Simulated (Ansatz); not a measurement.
## Cs2HgSe2 (Pbam): G0W0 under other settings

Aim: change settings of a G0W0 run on Cs2HgSe2 (Pbam) and see what moves.

Method: G0W0 on PBE, plane waves, PAW; PAW set soft_1, in Ansatz 0.2.0.

## (1) The structure

Symmetry: Pbam, No. 55, orthorhombic system. Conventional cell: a = 8.185 Å, b = 10.330 Å, c = 4.711 Å, α = 90.00°, β = 90.00°, γ = 90.00°. Nearest to Cs lie 6 Se at 3.66 to 3.72 Å and 1 Cs at 3.87 Å. Hg has 2 Se at 2.41 Å nearest. Nearest to Se lie 1 Hg at 2.41 Å and 6 Cs at 3.66 to 3.72 Å. Farther neighbours and most contacts between anions are not listed.

The cell and positions come from the Crystallography Open Database and are kept as given unless a step says otherwise. Spin-orbit coupling is left out unless a step names it.

## (2) The base run: 2×2×2 mesh, 420 empty bands, screening to 60 eV, PAW set soft_1 files

Now the one-shot GW correction: screening in the RPA, then the self-energy of the levels asked for. This step takes PAW set soft_1 files.

input.yaml

```yaml
crystal:
  lattice:
    - [8.1849, 0.0, 0.0]
    - [0.0, 10.3302, 0.0]
    - [0.0, 0.0, 4.7112]
  atoms:
    - { symbol: Cs, position: [0.39222, 0.83311, 0.5] }
    - { symbol: Cs, position: [0.60778, 0.16689, 0.5] }
    - { symbol: Cs, position: [0.89222, 0.66689, 0.5] }
    - { symbol: Cs, position: [0.10778, 0.33311, 0.5] }
    - { symbol: Hg, position: [0.5, 0.5, 0.0] }
    - { symbol: Hg, position: [0.0, 0.0, 0.0] }
    - { symbol: Se, position: [0.23025, 0.59445, 0.0] }
    - { symbol: Se, position: [0.76975, 0.40555, 0.0] }
    - { symbol: Se, position: [0.73025, 0.90555, 0.0] }
    - { symbol: Se, position: [0.26975, 0.09445, 0.0] }
kpoints:
  mp_grid: { grid: [2, 2, 2] }
hamiltonian:
  xc: pbe
  pseudopotentials: { kind: paw, azcp: { folder: soft_1 } }
scf:
  occupations: { method: fixed }
gw:
  n_empty_bands: 420
  ecut_chi: 60
  qp_bands: [v3, c3]
  qp_kpoints: band_edges
  screening: { model: contour_deformation }
```

On the command line:

```console
> ansatz run input.yaml --threads 2 --pin off --max-ram 92160MiB --backend cuda --events-out ev --progress --plain --runs-dir out --devices 1 --max-vram 13GiB
```

Numbers of over 12 decimals in the logs are rounded to 6 here.

Output:

```text
GPUs: using 1 of 1 available (devices: 1).
Engine: ansatz 0.2.0, x86_64-unknown-linux-gnu
Pseudopotentials: kind: paw
Pseudopotential: Cs, paw, valence charge 9, recommended cutoff 420 eV (normal), soft_1/Cs.paw.azcp
Pseudopotential: Hg, paw, valence charge 20, recommended cutoff 420 eV (normal), soft_1/Hg.paw.azcp
Pseudopotential: Se, paw, valence charge 16, recommended cutoff 420 eV (normal), soft_1/Se.paw.azcp
Functional definition: PBE
  parameter kappa = 0.804
  parameter beta = 0.066725
  exchange = pbe_x(kappa = kappa, mu = beta*pi^2/3)
  correlation = pbe_c(beta = beta)
device memory: the entry about to start is reckoned to put 3.5 GiB on a device that reports 45.6 GiB free (of which the cap on the GPU budget leaves the run 13.0 GiB)
GPU FFT provider: cuFFT
GPU libraries: cuBLAS 13.8.2, cuFFT 12.4.0, cuSOLVER 12.3.4
Crystal: 10 atoms, lattice volume = 398.340 Å³
Basis set: ecut = 420 eV, 7743 PW (Γ)
Bands: 84, of which v1, the nominal top of the filled ones, is band 70 counted from 1 (69 counted from 0)
Symmetry: 8 space group operations
Space group: Pbam (ITA 55), of the structure as read, at distance tolerance 7.4e-5 Å
k-points: 8
Non-local potential: Cs, projectors of the file, l = 0: 3, l = 1: 2, l = 2: 2, l = 3: 2
Non-local potential: Hg, projectors of the file, l = 0: 3, l = 1: 2, l = 2: 2, l = 3: 1
Non-local potential: Se, projectors of the file, l = 0: 2, l = 1: 2, l = 2: 3, l = 3: 1
PAW form: soft (Blöchl's): semilocal exchange-correlation on the pseudo side does not see the compensation charge
PAW one-centre angular grid: Cs, 194 points (default); XC on 64 Gauss nodes
PAW one-centre angular grid: Hg, 590 points (default); XC on 64 Gauss nodes
PAW one-centre angular grid: Se, 590 points (default); XC on 64 Gauss nodes
Initial density: superposition of atomic densities (chi_scale 0.1, normalization cell, long waves kept (reshape's long-wave potential 0.00 eV rms))
Initial wavefunctions: pseudopotential atomic-orbital guess
GPU buffer pool allocated for 138240 grid points (all kernels)
GPU transforms: local potential and band sums: pruned to the plane-wave sphere, on 60×72×32
Functional: x = pbe(κ = 0.804, μ = 0.219515), c = pbe(β = 0.066725)
SCF iter   1: F=—  HF=-72205.524115 eV  |F-HF|=—  |Δ(HF+E_count)|=         —  Δρ=4.02e-2  dr2=1.60e1  ethr=3.10e-3  ⟨swp⟩=4.5  Hψ=2039  notcnv=0  defer=82
preconditioner: auto → Resta (q_TF=auto, 2.292 Å⁻¹)  ε∞=3.9  [insulator: Δε(μ)=1.864 eV  Ē_g=9.449 eV  n_scr=76 (ndim 8)  ℏωp=16.2 eV  f_vac=0.021  ε∞_Penn≈3.9]
SCF iter   2: F=—  HF=-72201.080603 eV  |F-HF|=—  |Δ(HF+E_count)|=    4.44e0  Δρ=1.74e-2  dr2=2.88e0  ethr=3.10e-3  ⟨swp⟩=3.0  Hψ=1291  notcnv=0  defer=83
[...]
NSCF: frozen V_eff on 8 k-points
[...]
device memory: the entry about to start is reckoned to put 4.2 GiB on a device that reports 45.9 GiB free (of which the cap on the GPU budget leaves the run 13.0 GiB)
NSCF: frozen V_eff on 8 k-points
G₀W₀ screening: q 1/8
[... further progress lines ...]
SCF converged after 10 iterations
Free energy (F): -72199.821821 eV
Harris-Foulkes:  -72199.821821 eV  (|F-HF|=1.56e-8)
Internal energy: -72199.821821 eV  (E = F + TS)
E sigma→0 (E₀):  -72199.821821 eV
Fermi energy:    5.189591 eV
--- Per-component energies (eV) ---
  E_band       = -2929.664330
  E_kinetic    = 2174.996887
  E_local      = -22305.966395  (includes V_loc(G=0)·N_el)
  E_nonlocal   = -1162.263395
  E_hartree    = 10736.487843
  E_xc         = -1484.191039
  E_vxc        = -1417.353378  (∫ρ·V_xc dr)
  E_paw        = -48675.725778  (= ΣΔE_a)
  E_vpaw       = -1692.053708  (= ΣTr[D̂ρ^β])
  E_aug_tail   = -0.000543  (compensation charges beyond the density's cutoff)
  E_ewald      = -11483.159401
  E_smearing   = -0.000000  (= −TS)
  E_closure    = -0.000000  (closes the sum)
  Σ components = -72199.821821   (vs F -72199.821821, Δ=0.00e0)
--- Band table (eV; the first three rows and the last of 8) ---
  k-point 0: bands = [... 66 lower, 4.8476, 5.0046, 5.1275, 5.1627, 7.1886, 8.0391, 8.3098, 8.8803, ... 10 higher]
  k-point 1: bands = [... 66 lower, 4.4876, 4.6092, 4.6477, 4.8847, 7.9787, 8.0120, 8.0447, 8.1821, ... 10 higher]
  k-point 2: bands = [... 66 lower, 4.6769, 4.6769, 5.1537, 5.1537, 7.6613, 7.6613, 8.6382, 8.6382, ... 10 higher]
  k-point 7: bands = [... 66 lower, 4.5122, 4.5122, 5.0915, 5.0915, 7.5756, 7.5756, 8.3619, 8.3619, ... 10 higher]
--- G₀W₀: contour deformation, 7 samples at zero and on the imaginary axis and 1 off it, 8 q-points, 420 empty bands' worth ---
  eigenvalues of the whole cell's RPA ε∞ on this k-mesh (on a slab, of 1 + 4πα/V) = 3.6397, 3.6821, 4.6600; static W/v taken at q = 0 is 0.254901
  gw.qp_kpoints: band_edges: 8 of 8 stored k-points solved, in 1 pass; an edge of the gap read off the rows below is read off those points alone
    ik  band        ε_KS         Σx   Σc(E_QP)       V_xc       Z   E_QP_lin       E_QP  E_QP is
     0    68      5.0046   -17.5454     2.3092   -14.5410  0.7520     4.2972     4.3094  root
     0    69      5.1275   -17.5842     2.4120   -14.4495  0.7510     4.3915     4.4048  root
     0    70      5.1627   -17.7424     2.4192   -14.6022  0.7516     4.4288     4.4418  root
     0    71      7.1886    -9.4500    -2.7720   -12.8546  0.8036     7.8267     7.8212  root
     0    72      8.0391    -5.1299    -3.0292    -8.5521  0.8079     8.4346     8.4321  root
     0    73      8.3098   -10.6310    -3.0524   -14.5726  0.7864     9.2155     9.1989  root
     1    68      4.6092   -16.9703     2.3428   -13.8632  0.7481     3.8273     3.8450  root
     1    69      4.6477   -17.1496     2.3403   -14.0435  0.7494     3.8647     3.8820  root
[...]
7    70      5.0915   -17.5694     2.2755   -14.6044  0.7534     4.3904     4.4021  root
     7    71      7.5756    -5.0034    -2.9674    -8.3406  0.8082     7.9477     7.9455  root
     7    72      7.5756    -5.0034    -2.9674    -8.3406  0.8082     7.9477     7.9455  root
     7    73      8.3619   -10.3770    -3.1101   -14.3978  0.7883     9.2896     9.2726  root
```

Run time: 35 s. Hardware: 1 × NVIDIA H100 80GB HBM3 (shared by 6 runs) with 2 threads of AMD EPYC 7R13 (Zen 3), shared host; peak memory 2.1 GiB; 43 s of CPU time.

Reading the cycles: dr2 is the Hartree energy of the density residual (eV), the measure of convergence; HF is the Harris–Foulkes estimate of the energy, which meets the free energy F at convergence.

This step gave:

```
bands summed                                 : 490
RPA ε∞ on this mesh (eigenvalues)            : 3.640, 3.682, 4.660
plane waves in the screening matrix          : 415
q-points in the mesh                         : 8
G0W0 gap on the mesh                         : 3.342 eV
k of the valence top                         : -0.5, 0, 0
k of the conduction bottom                   : 0, 0, 0
starting gap on the mesh                     : 1.999 eV
Z at the valence top                         : 0.7524
Z at the conduction bottom                   : 0.8036
least direct G0W0 gap on the computed points : 3.379 eV
```

The gap on the mesh goes from 2.00 eV to 3.34 eV, a correction of +1.34 eV. Between the two edge states, bare exchange in place of the xc potential would open the gap by 6.52 eV, and correlation takes back 5.17 eV.

## (3) Variant: static remainder

This step: G0W0 on PBE, plane waves, norm-conserving pseudopotentials.

Changes to input.yaml since step 2:

```diff
@@ -20,3 +20,3 @@
   xc: pbe
-  pseudopotentials: { kind: paw, azcp: { folder: soft_1 } }
+  pseudopotentials: { kind: nc }
 scf:
@@ -25,3 +25,3 @@
   n_empty_bands: 420
-  ecut_chi: 60
+  ecut_chi: 100
   qp_bands: [v3, c3]
@@ -29 +29,2 @@
   screening: { model: contour_deformation }
+  static_remainder: true
```

Output:

```text
Warning: gw takes pair_densities: pseudo, which can misplace gaps by tens of per cent, since gw.static_remainder lacks the terms of the atoms
GPUs: using 1 of 1 available (devices: 1).
[...]
GPU FFT provider: cuFFT
GPU libraries: cuBLAS 13.8.2, cuFFT 12.4.0, cuSOLVER 12.3.4
Crystal: 10 atoms, lattice volume = 398.340 Å³
Basis set: ecut = 1170.089609 eV, 36187 PW (Γ)
Bands: 84, of which v1, the nominal top of the filled ones, is band 70 counted from 1 (69 counted from 0)
[... 1 set-up line as in the run before ...]
[...]
k-points: 8
[...]
GPU buffer pool allocated for 622080 grid points (all kernels)
[...]
SCF iter   1: F=—  HF=-24816.256105 eV  |F-HF|=—  |Δ(HF+E_count)|=         —  Δρ=4.52e-2  dr2=1.87e1  ethr=3.10e-3  ⟨swp⟩=5.5  Hψ=2248  notcnv=0  defer=92
[...]
SCF iter   9: F=-24809.212347 eV  HF=-24809.212347 eV  |F-HF|=6.13e-8  |Δ(HF+E_count)|=   7.55e-7  Δρ=5.34e-6  dr2=8.98e-8  ethr=7.14e-11  ⟨swp⟩=19.0  Hψ=5270  notcnv=0
SCF 1 converged in 9 iterations: F = -24809.212347 eV  dr2 = 8.98e-8
[...]
NSCF: frozen V_eff on 8 k-points
[...]
G₀W₀ screening: q 1/8
[... further progress lines ...]
SCF converged after 9 iterations
Free energy (F): -24809.212347 eV
[...]
Internal energy: -24809.212347 eV  (E = F + TS)
E sigma→0 (E₀):  -24809.212347 eV
Fermi energy:    5.443421 eV
[...]
--- Band table (eV; the first three rows and the last of 8) ---
  k-point 0: bands = [... 66 lower, 5.1017, 5.2584, 5.3812, 5.4164, 7.4313, 8.2914, 8.5504, 9.1322, ... 10 higher]
  k-point 1: bands = [... 66 lower, 4.7415, 4.8634, 4.9019, 5.1386, 8.2290, 8.2627, 8.2854, 8.4342, ... 10 higher]
  k-point 2: bands = [... 66 lower, 4.9305, 4.9305, 5.4074, 5.4074, 7.9051, 7.9051, 8.8885, 8.8885, ... 10 higher]
  k-point 7: bands = [... 66 lower, 4.7660, 4.7660, 5.3454, 5.3454, 7.8266, 7.8266, 8.6031, 8.6031, ... 10 higher]
[...]
static-remainder magnitude (band-truncation diagnostic): 0.5808 eV
[...]
0    68      5.2584   -16.8909     2.4473   -12.9836  0.7497     3.7293     3.7984  root
     0    69      5.3812   -17.1131     2.5791   -13.0336  0.7492     3.8071     3.8808  root
     0    70      5.4164   -17.2458     2.5850   -13.1519  0.7497     3.8339     3.9074  root
     0    71      7.4313    -8.1231    -2.8838   -11.0914  0.8026     7.5159     7.5158  root
     0    72      8.2914    -4.3908    -3.1618    -7.7538  0.8075     8.4933     8.4927  root
     0    73      8.5504    -9.3969    -3.1305   -12.7017  0.7850     8.7251     8.7246  root
     1    68      4.8634   -16.2633     2.4685   -12.3717  0.7461     3.3573     3.4403  root
     1    69      4.9019   -16.4116     2.4614   -12.5180  0.7474     3.3879     3.4697  root
[...]
7    70      5.3454   -16.9547     2.4167   -13.0779  0.7513     3.8179     3.8853  root
     7    71      7.8266    -4.3831    -3.0643    -7.5971  0.8079     7.9766     7.9762  root
     7    72      7.8266    -4.3831    -3.0643    -7.5971  0.8079     7.9766     7.9762  root
     7    73      8.6031    -9.1264    -3.2049   -12.5564  0.7868     8.8291     8.8282  root
```

Run time: 84 s. Hardware: 1 × NVIDIA H100 80GB HBM3 (shared by 6 runs) with 2 threads; peak memory 5 GiB.

Against the base:

```
              setting            base          variant
                files  PAW set soft_1  norm-conserving
screening cutoff (eV)              60              100
     static remainder               -             true
```

```
                                    quantity  variant   base
                    starting gap on the mesh    1.988  1.999
                        G0W0 gap on the mesh    3.578  3.342
least direct G0W0 gap on the computed points    3.608  3.379
                        Z at the valence top    0.750  0.752
                  Z at the conduction bottom    0.803  0.804
```

## (4) What came out

```
base             : 3.34 eV, 35 s
static remainder : 3.58 eV, 84 s
```

**Reading.** Static remainder: the gap moves by +0.24 eV and the time by a factor of 2.4 (the plane-wave cutoff goes from 420 to 1170.09 eV); such settings are too crude to quote. The variant differs from the base in files, screening cutoff and static remainder together, so the change can't be laid to one of them. This option needs pseudo pair densities, which the log warns can misplace gaps. All runs here use a coarse mesh and modest cutoffs; they test settings and are not final values. The 2×2×2 mesh is coarse for this cell (its supercell is 9 Å along the shortest edge). The RPA ε∞ on it, from the PBE start, is 3.64, 3.68 and 4.66; such meshes misread the long-range screening, most where the gap is narrow. The many-body steps are scalar-relativistic: spin-orbit coupling is not in them.

[Paths, hosts, dates, memory and timing lines, banners, echoed tables and standing remarks are left out of the program output.]

[Logs are printed without paths, hosts, clocks, repeated set-up lines and the standing remarks that a program may print on its own settings, such as how far it seeks lower states.]

[Runs of the session that timed out or met a known fault of the program may be left out.]

[Cells called generated may have been cut or substituted from an entry of the Crystallography Open Database or the Materials Project.]

[Hosts, paths, dates, database ids (printed as entryN), source tags and the programs' standing remarks are cut or masked in the printed files.]
